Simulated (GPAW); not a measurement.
# MnGa7N8 (GaN32 Mn2 d4p50): which magnetic order is lowest

Aim: find out whether MnGa7N8 (GaN32 Mn2 d4p50) carries moments, and which collinear order costs least.

Calculated with GPAW 26.7.0; PBE with U = 4 eV on Mn d; plane waves with GPAW's PAW setups, scalar-relativistic.

### Step 1. Starting point

It takes space group P3m1 (No. 156, trigonal). Conventional cell: a = 6.378 Å, b = 6.378 Å, c = 10.370 Å, α = 90.00°, β = 90.00°, γ = 120.00°. Nearest to Mn lie 4 N at 1.95 Å. Nearest to N lie 1 Mn at 1.95 Å and 3 Ga at 1.95 Å. Ga has 4 N at 1.95 Å nearest. Nearest to N lie 4 Ga at 1.95 Å. Nearest to Ga lie 4 N at 1.95 Å. Nearest to N lie 4 Ga at 1.95 Å. substitutional dopants on the host's lattice, its constants typed without a cited source, atoms not relaxed. Farther neighbours and most contacts between anions are not listed.

The cell is a made-up one and need not be a known phase.

### Step 2. Start 1: ferro ++

Parallel moments need no larger cell; this start tests for a ferromagnetic state only. A Hubbard term is added for the open shell, at a value in common use.

Input file order1.py:

```python
import json
import numpy as np
from ase import Atoms
from ase.parallel import paropen, parprint
from gpaw import GPAW

atoms = Atoms(['Mn', 'N', 'Ga', 'N', 'Ga', 'N', 'Ga', 'N', 'Ga', 'N', 'Ga', 'N', 'Ga', 'N', 'Ga', 'N', 'Ga', 'N', 'Mn', 'N', 'Ga', 'N', 'Ga', 'N', 'Ga', 'N', 'Ga', 'N', 'Ga', 'N', 'Ga', 'N'],
    cell=[[6.378, 0.0, 0.0],
         [-3.189, 5.52351, 0.0],
         [0.0, 0.0, 10.37]],
    scaled_positions=[[0.0, 0.0, 0.0],
         [0.166667, 0.333333, 0.0615],
         [0.166667, 0.333333, 0.25],
         [0.0, 0.0, 0.3115],
         [0.0, 0.0, 0.5],
         [0.166667, 0.333333, 0.5615],
         [0.166667, 0.333333, 0.75],
         [0.0, 0.0, 0.8115],
         [0.0, 0.5, 0.0],
         [0.166667, 0.833333, 0.0615],
         [0.166667, 0.833333, 0.25],
         [0.0, 0.5, 0.3115],
         [0.0, 0.5, 0.5],
         [0.166667, 0.833333, 0.5615],
         [0.166667, 0.833333, 0.75],
         [0.0, 0.5, 0.8115],
         [0.5, 0.0, 0.0],
         [0.666667, 0.333333, 0.0615],
         [0.666667, 0.333333, 0.25],
         [0.5, 0.0, 0.3115],
         [0.5, 0.0, 0.5],
         [0.666667, 0.333333, 0.5615],
         [0.666667, 0.333333, 0.75],
         [0.5, 0.0, 0.8115],
         [0.5, 0.5, 0.0],
         [0.666667, 0.833333, 0.0615],
         [0.666667, 0.833333, 0.25],
         [0.5, 0.5, 0.3115],
         [0.5, 0.5, 0.5],
         [0.666667, 0.833333, 0.5615],
         [0.666667, 0.833333, 0.75],
         [0.5, 0.5, 0.8115]],
    pbc=True,
    magmoms=[4.5, 0.0, 0.0, 0.0, 0.0, 0.0, 0.0, 0.0, 0.0, 0.0, 0.0, 0.0, 0.0, 0.0, 0.0, 0.0, 0.0, 0.0, 4.5, 0.0, 0.0, 0.0, 0.0, 0.0, 0.0, 0.0, 0.0, 0.0, 0.0, 0.0, 0.0, 0.0])
atoms.calc = GPAW(mode={'name': 'pw', 'ecut': 600},
    xc='PBE',
    kpts={'size': (5, 5, 3), 'gamma': True},
    occupations={'name': 'fermi-dirac', 'width': 0.05},
    convergence={'density': 1e-05, 'energy': 1e-05},
    maxiter=200,
    mixer={'name': 'pulay', 'beta': 0.05, 'nmaxold': 6, 'weight': 50},
    setups={'Mn': ':d,4.0'},
    symmetry={'tolerance': 1e-4},
    txt='order1.txt')
e = atoms.get_potential_energy(force_consistent=True)
res = {'free_energy': e, 'energy_sigma0': atoms.get_potential_energy(), 'fermi_energy': atoms.calc.get_fermi_level()}
res['moments'] = atoms.get_magnetic_moments().tolist()
res['total'] = atoms.get_magnetic_moment()
parprint('site moments (muB):', np.round(res['moments'], 3))
parprint(f"total moment: {res['total']:.3f} muB")
parprint(f'free energy: {e:.6f} eV')
atoms.calc.write('order1.gpw')
with paropen('results.json', 'w') as f:
    json.dump(res, f)
```

Command:

```
$ OMP_NUM_THREADS=1 mpirun -n 4 gpaw python order1.py > order1.log
```

Output:

```text
site moments (muB): [ 3.951e+00 -4.600e-02  2.100e-02 -3.000e-03  1.000e-03 -0.000e+00
  7.000e-03 -1.700e-02  2.000e-02 -4.600e-02  2.100e-02 -4.600e-02
  9.000e-03 -0.000e+00  7.000e-03 -0.000e+00  2.000e-02 -1.000e-02
  3.958e+00 -4.600e-02  9.000e-03 -1.000e-03  2.000e-03 -0.000e+00
  2.000e-02 -4.600e-02  2.100e-02 -4.600e-02  9.000e-03 -0.000e+00
  7.000e-03 -0.000e+00]
total moment: 8.000 muB
free energy: -197.930195 eV

--- order1.txt ---
Input parameters:
  mode=PW(ecut=600),
  convergence={'density': 1e-05, 'energy': 1e-05},
  kpts=MonkhorstPack(size=(5, 5, 3), gamma=True),
  maxiter=200,
  mixer=Pulay(name='pulay', nmaxold=6, beta=0.05, weight=50, sigma=0.015, g_ss=None),
  occupations=Occupations(name='fermi-dirac', width=0.05),
  setups={'Mn': ':d,4.0'},
  symmetry=Symmetry(tolerance=0.0001),
  xc=XC(name='PBE')

Diagonalizing LCAO Hamiltonian
Converting LCAO to pw mode

          Ga      Ga
         N       N
           NGa     NGa
          N       N
            N       N
         Ga      Ga
           Ga      Ga
         NGa     NGa
            Ga      Mn
          NN      NN

         Ga N    Ga N
           Mn      Ga

Atoms  # Å, Bohr magnetons
|    | symbol |         x |        y |        z |    initial magnetic moments |
|----|--------|-----------|----------|----------|-----------------------------|
|  0 |     Mn |  0.000000 | 0.000000 | 0.000000 | ( 0.0000,  0.0000,  4.5000) |
|  1 |      N |  0.000003 | 1.841168 | 0.637755 | ( 0.0000,  0.0000,  0.0000) |
|  2 |     Ga |  0.000003 | 1.841168 | 2.592500 | ( 0.0000,  0.0000,  0.0000) |
|  3 |      N |  0.000000 | 0.000000 | 3.230255 | ( 0.0000,  0.0000,  0.0000) |
|  4 |     Ga |  0.000000 | 0.000000 | 5.185000 | ( 0.0000,  0.0000,  0.0000) |
|  5 |      N |  0.000003 | 1.841168 | 5.822755 | ( 0.0000,  0.0000,  0.0000) |
|  6 |     Ga |  0.000003 | 1.841168 | 7.777500 | ( 0.0000,  0.0000,  0.0000) |
|  7 |      N |  0.000000 | 0.000000 | 8.415255 | ( 0.0000,  0.0000,  0.0000) |
|  8 |     Ga | -1.594500 | 2.761755 | 0.000000 | ( 0.0000,  0.0000,  0.0000) |
|  9 |      N | -1.594497 | 4.602923 | 0.637755 | ( 0.0000,  0.0000,  0.0000) |
| 10 |     Ga | -1.594497 | 4.602923 | 2.592500 | ( 0.0000,  0.0000,  0.0000) |
| 11 |      N | -1.594500 | 2.761755 | 3.230255 | ( 0.0000,  0.0000,  0.0000) |
| 12 |     Ga | -1.594500 | 2.761755 | 5.185000 | ( 0.0000,  0.0000,  0.0000) |
| 13 |      N | -1.594497 | 4.602923 | 5.822755 | ( 0.0000,  0.0000,  0.0000) |
| 14 |     Ga | -1.594497 | 4.602923 | 7.777500 | ( 0.0000,  0.0000,  0.0000) |
| 15 |      N | -1.594500 | 2.761755 | 8.415255 | ( 0.0000,  0.0000,  0.0000) |
| 16 |     Ga |  3.189000 | 0.000000 | 0.000000 | ( 0.0000,  0.0000,  0.0000) |
| 17 |      N |  3.189003 | 1.841168 | 0.637755 | ( 0.0000,  0.0000,  0.0000) |
| 18 |     Mn |  3.189003 | 1.841168 | 2.592500 | ( 0.0000,  0.0000,  4.5000) |
| 19 |      N |  3.189000 | 0.000000 | 3.230255 | ( 0.0000,  0.0000,  0.0000) |
| 20 |     Ga |  3.189000 | 0.000000 | 5.185000 | ( 0.0000,  0.0000,  0.0000) |
| 21 |      N |  3.189003 | 1.841168 | 5.822755 | ( 0.0000,  0.0000,  0.0000) |
| 22 |     Ga |  3.189003 | 1.841168 | 7.777500 | ( 0.0000,  0.0000,  0.0000) |
| 23 |      N |  3.189000 | 0.000000 | 8.415255 | ( 0.0000,  0.0000,  0.0000) |
| 24 |     Ga |  1.594500 | 2.761755 | 0.000000 | ( 0.0000,  0.0000,  0.0000) |
| 25 |      N |  1.594503 | 4.602923 | 0.637755 | ( 0.0000,  0.0000,  0.0000) |
| 26 |     Ga |  1.594503 | 4.602923 | 2.592500 | ( 0.0000,  0.0000,  0.0000) |
| 27 |      N |  1.594500 | 2.761755 | 3.230255 | ( 0.0000,  0.0000,  0.0000) |
| 28 |     Ga |  1.594500 | 2.761755 | 5.185000 | ( 0.0000,  0.0000,  0.0000) |
| 29 |      N |  1.594503 | 4.602923 | 5.822755 | ( 0.0000,  0.0000,  0.0000) |
| 30 |     Ga |  1.594503 | 4.602923 | 7.777500 | ( 0.0000,  0.0000,  0.0000) |
| 31 |      N |  1.594500 | 2.761755 | 8.415255 | ( 0.0000,  0.0000,  0.0000) |

Unit cell  # Å
| periodic |         x |        y |         z |   lengths |     angles |
|----------|-----------|----------|-----------|-----------|------------|
|      yes |  6.378000 | 0.000000 |  0.000000 |  6.378000 |  90.000000 |
|      yes | -3.189000 | 5.523510 |  0.000000 |  6.378000 |  90.000000 |
|      yes |  0.000000 | 0.000000 | 10.370000 | 10.370000 | 120.000000 |

Number of symmetries: 6

BZ-sampling:
  Number of BZ points: 75
  Number of IBZ points: 12

  Monkhorst-Pack size: [5, 5, 3]
  Monkhorst-Pack shift: [0, 0, 0]

K-points  # in reciprocal-cell coordinates
|     |                                coordinates |     weight |
|-----|--------------------------------------------|------------|
|   0 | (  0.00000000,   0.00000000,   0.00000000) | 0.01333333 |
|   1 | (  0.00000000,   0.00000000,   0.33333333) | 0.02666667 |
|   2 | (  0.20000000,   0.00000000,  -0.33333333) | 0.08000000 |
|   3 | (  0.20000000,   0.00000000,   0.00000000) | 0.08000000 |
|   4 | (  0.20000000,   0.00000000,   0.33333333) | 0.08000000 |
|   5 | (  0.40000000,  -0.20000000,   0.00000000) | 0.08000000 |
|   6 | (  0.40000000,  -0.20000000,   0.33333333) | 0.16000000 |
|   7 | (  0.40000000,   0.00000000,  -0.33333333) | 0.08000000 |
|   8 | (  0.40000000,   0.00000000,   0.00000000) | 0.08000000 |
|   9 | (  0.40000000,   0.00000000,   0.33333333) | 0.08000000 |
| ... |                                            |            |
|  11 | (  0.40000000,   0.40000000,   0.33333333) | 0.16000000 |

Plane wave coefficients: 12263
Cutoff: 600.0 eV

Spin-components: 2 (collinear spins)
Bands:           101
Projectors:      162
Spin-degeneracy: 1
Datatype:        complex128

Parallelization:
  kpt:    4
  domain: 1
  band:   1

Density:
  Valence electrons: 152.0
  Components: 2
  Grid points: [40 40 60]
  Charge: 0.0  # |e|

Potential:
  Grid points: [40 40 60]

species:
  Mn:
    name:    Manganese
    Z:       25.0
    valence: 15
    core:    10
    charge:  0.0  # [|e|]
    Hubbard: {U: 4.0,  # eV
              l: 2,
              scale: True}
    compensation charges:
      type: gauss
      rc: 0.38  # [Å]
      lmax: 2
    cutoffs:
      filter: 2.14  # [Å]
      core: 0.86  # [Å]
    projectors
    | kind |    occ | energy [eV] | rcut [Å] |
    |------|--------|-------------|----------|
    |   3s |  2.000 |     -85.859 |    1.275 |
    |   4s |  2.000 |      -5.106 |    1.275 |
    |   3p |  6.000 |     -54.597 |    1.281 |
    |   4p |  0.000 |      -1.371 |    1.281 |
    |   3d |  5.000 |      -6.771 |    1.138 |
    |    d |        |      20.441 |    1.138 |

    Using partial waves for Mn as LCAO basis

  N:
    name:    Nitrogen
    Z:       7.0
    valence: 5
    core:    2
    charge:  0.0  # [|e|]
    compensation charges:
      type: gauss
      rc: 0.18  # [Å]
      lmax: 2
    cutoffs:
      filter: 1.11  # [Å]
      core: 0.96  # [Å]
    projectors
    | kind |    occ | energy [eV] | rcut [Å] |
    |------|--------|-------------|----------|
    |   2s |  2.000 |     -18.583 |    0.603 |
    |   2p |  3.000 |      -7.089 |    0.529 |
    |    s |        |       8.629 |    0.603 |
    |    p |        |      20.123 |    0.529 |
    |    d |        |       0.000 |    0.577 |

    Using partial waves for N as LCAO basis

  Ga:
    name:    Gallium
    Z:       31.0
    valence: 3
    core:    28
    charge:  0.0  # [|e|]
    compensation charges:
      type: gauss
      rc: 0.37  # [Å]
      lmax: 2
    cutoffs:
      filter: 2.06  # [Å]
      core: 4.17  # [Å]
    projectors
    | kind |    occ | energy [eV] | rcut [Å] |
    |------|--------|-------------|----------|
    |   4s |  2.000 |      -8.945 |    1.164 |
    |   4p |  1.000 |      -2.580 |    1.164 |
    |    s |        |      18.266 |    1.164 |
    |    p |        |      24.631 |    1.164 |
    |    d |        |       0.000 |    1.164 |

    Using partial waves for Ga as LCAO basis

Reference energy: -827121.121619  # eV

eigensolver:
  PPCG
  Converge bands: occupied
  niter=2

density mixing:
  Pulay-Mixer
  Linear mixing parameters: 0.05
  Old densities: 6
  Fourier metric: weight=50, sigma=0.015

occupation numbers:
  Fermi-Dirac:
    width: 0.0500  # eV

poisson solver:
  ecut: 4800.0  # eV

xc functional:
  name: PBE with 2 nearest neighbor stencil

convergence criteria:
- Maximum integral of absolute [dens]ity change: 1e-05 electrons / valence electron
- Maximum [total energy] change in last 3 cyles: 1e-05 eV / valence electron
- Maximum integral of absolute [eigenst]ate change: 4e-08 eV^2 / valence electron
maximum number of iterations: 200

SCF iterations
|iter     |      energy | eigst |  dens |  magmom |
|---------|-------------|-------|-------|---------|
|iter:   1|       0s | -225.083012 | +0.17 |       |  +9.0156|
|iter:   2|      12s | -217.700467 | -1.00 | -0.63 |  +8.9648|
|iter:   3|      25s | -197.831638 | +0.34 | -0.68 |  +8.6354|
|iter:   4|      39s | -198.074456 | -1.04 | -1.14 |  +8.5761|
|iter:   5|      51s | -197.979967 | -1.76 | -1.19 |  +8.4574|
|iter:   6|      62s | -197.887482 | -1.53 | -1.30 |  +8.3452|
|iter:   7|      75s | -197.925286 | -1.82 | -1.44 |  +8.0797|
|iter:   8|      88s | -197.899081 | -2.53 | -1.92 |  +8.0423|
|iter:   9|     105s | -197.904917 | -2.75 | -2.25 |  +8.0114|
|iter:  10|     119s | -197.903567 | -4.16 | -2.35 |  +8.0125|
[... 19 iterations left out ...]
|iter:  30|     372s | -197.903843c| -6.59 | -4.16 |  +7.9998|
|iter:  31|     384s | -197.903857c| -7.28 | -4.27 |  +7.9998|
|iter:  32|     397s | -197.903878c| -7.39 | -4.26 |  +7.9998|
|iter:  33|     404s | -197.903883c| -7.54c| -4.32 |  +7.9999|
|iter:  34|     410s | -197.903884c| -7.61c| -4.47 |  +8.0000|
|iter:  35|     416s | -197.903884c| -7.74c| -4.64 |  +8.0000|
|iter:  36|     426s | -197.903893c| -7.66c| -4.72 |  +8.0000|
|iter:  37|     432s | -197.903894c| -8.08c| -4.94 |  +8.0000|
|iter:  38|     438s | -197.903898c| -8.20c| -4.95 |  +8.0000|
|iter:  39|     445s | -197.903898c| -8.47c| -5.01c|  +8.0000|

Converged in 39 steps
Energy contributions relative to reference atoms: (reference = -827121.121619)

Energy contributions:
  Kinetic:         527.586351
  Coulomb:        -457.914652
  Zero:              0.945350
  External:          0.000000
  Xc:             -268.494650
  Entropy:          -0.052594
  Spinorbit:         0.000000
  ----------------------------
  Free energy:    -197.930195
  Extrapolated:   -197.903898

dipole moment: (-79.749498, -99.458497, -114.090519)  # |e|*Ang

Total magnetic moment: (0.000000, 0.000000, 8.000020)

Local magnetic moments
|        x |        y |         z |
|----------|----------|-----------|
| 0.000000 | 0.000000 |  3.950864 |  # Mn   0
| 0.000000 | 0.000000 | -0.046127 |  # N    1
| 0.000000 | 0.000000 |  0.021266 |  # Ga   2
| 0.000000 | 0.000000 | -0.002622 |  # N    3
| 0.000000 | 0.000000 |  0.001218 |  # Ga   4
| 0.000000 | 0.000000 | -0.000385 |  # N    5
| 0.000000 | 0.000000 |  0.007098 |  # Ga   6
| 0.000000 | 0.000000 | -0.016937 |  # N    7
| 0.000000 | 0.000000 |  0.019511 |  # Ga   8
| 0.000000 | 0.000000 | -0.046127 |  # N    9
| 0.000000 | 0.000000 |  0.021266 |  # Ga  10
| 0.000000 | 0.000000 | -0.046135 |  # N   11
| 0.000000 | 0.000000 |  0.008675 |  # Ga  12
| 0.000000 | 0.000000 | -0.000385 |  # N   13
| 0.000000 | 0.000000 |  0.007098 |  # Ga  14
| 0.000000 | 0.000000 | -0.000093 |  # N   15
[...]
| 0.000000 | 0.000000 |  0.001598 |  # Ga  22
| 0.000000 | 0.000000 | -0.000093 |  # N   23
| 0.000000 | 0.000000 |  0.019511 |  # Ga  24
| 0.000000 | 0.000000 | -0.046127 |  # N   25
| 0.000000 | 0.000000 |  0.021266 |  # Ga  26
| 0.000000 | 0.000000 | -0.046135 |  # N   27
| 0.000000 | 0.000000 |  0.008675 |  # Ga  28
| 0.000000 | 0.000000 | -0.000385 |  # N   29
| 0.000000 | 0.000000 |  0.007098 |  # Ga  30
| 0.000000 | 0.000000 | -0.000093 |  # N   31

Fermi level: 7.245
Eigenvalues  # (at kpt = [0.000, 0.000, 0.000])
| band index |      eig [eV] | occ [0-1] |      eig [eV] | occ [0-1] |
|------------|---------------|-----------|---------------|-----------|
|          0 |       -73.494 |     1.000 |       -69.024 |     1.000 |
|        ... |               |           |               |           |
|         67 |         5.152 |     1.000 |         5.756 |     1.000 |
|         68 |         5.401 |     1.000 |         5.756 |     1.000 |
|         69 |         5.454 |     1.000 |         6.077 |     1.000 |
|         70 |         5.651 |     1.000 |         6.226 |     1.000 |
|         71 |         5.651 |     1.000 |         6.226 |     1.000 |
|         72 |         5.899 |     1.000 |         8.623 |     0.000 |
|         73 |         5.899 |     1.000 |        10.411 |     0.000 |
|         74 |         6.186 |     1.000 |        10.458 |     0.000 |
|         75 |         6.186 |     1.000 |        10.458 |     0.000 |
|         76 |         6.493 |     1.000 |        10.592 |     0.000 |
|         77 |         7.430 |     0.024 |        10.592 |     0.000 |
|         78 |         7.595 |     0.001 |        10.706 |     0.000 |
|         79 |         7.595 |     0.001 |        10.707 |     0.000 |
|         80 |         7.745 |     0.000 |        10.774 |     0.000 |
|         81 |         7.745 |     0.000 |        10.847 |     0.000 |
|        ... |               |           |               |           |
|        100 |        13.156 |     0.000 |        13.832 |     0.000 |

No gap
No difference between direct/indirect transitions
```

The job ended after 8 min (4 MPI ranks of Intel Xeon 6975P-C (Granite Rapids), shared host; peak memory 2.4 GiB).

Spin moment in the augmentation sphere by element, in μB:

```csv
element,atoms,mean,spread (r.m.s.),least,largest
Mn,2,3.95,0.00,3.95,3.96
N,16,-0.02,0.02,-0.05,0.00
Ga,14,0.01,0.01,0.00,0.02
```

The atoms farthest from the mean of their element:

```csv
atom,"x, y, z (Å)",spin moment in the augmentation sphere (μB)
N12,"-1.59, 2.76, 3.23",-0.05
N20,"3.19, 0.00, 3.23",-0.05
N28,"1.59, 2.76, 3.23",-0.05
N2,"0.00, 1.84, 0.64",-0.05
N10,"-1.59, 4.60, 0.64",-0.05
N26,"1.59, 4.60, 0.64",-0.05
N24,"3.19, 0.00, 8.42",0.00
N16,"-1.59, 2.76, 8.42",0.00
```

Read from the output:

| Quantity | Value |
| --- | --- |
| magnetization | 8.000 μB |
| final state | ferromagnetic |

After 39 cycles the largest moment stands at 3.96 μB.

[end of part 1 of 2]

[Logs and program files are shortened in this print: banners, set-up blocks, solver, clock and traceback lines can be left out without a mark of their own.]

[Logs are printed without paths, hosts, clocks, repeated set-up lines and the standing remarks that a program may print on its own settings, such as how far it seeks lower states.]

[Hosts, paths, dates, database ids (printed as entryN), source tags and the programs' standing remarks are cut or masked in the printed files.]

[Where a cell is said to come from a database of computed structures, the database is the Materials Project.]
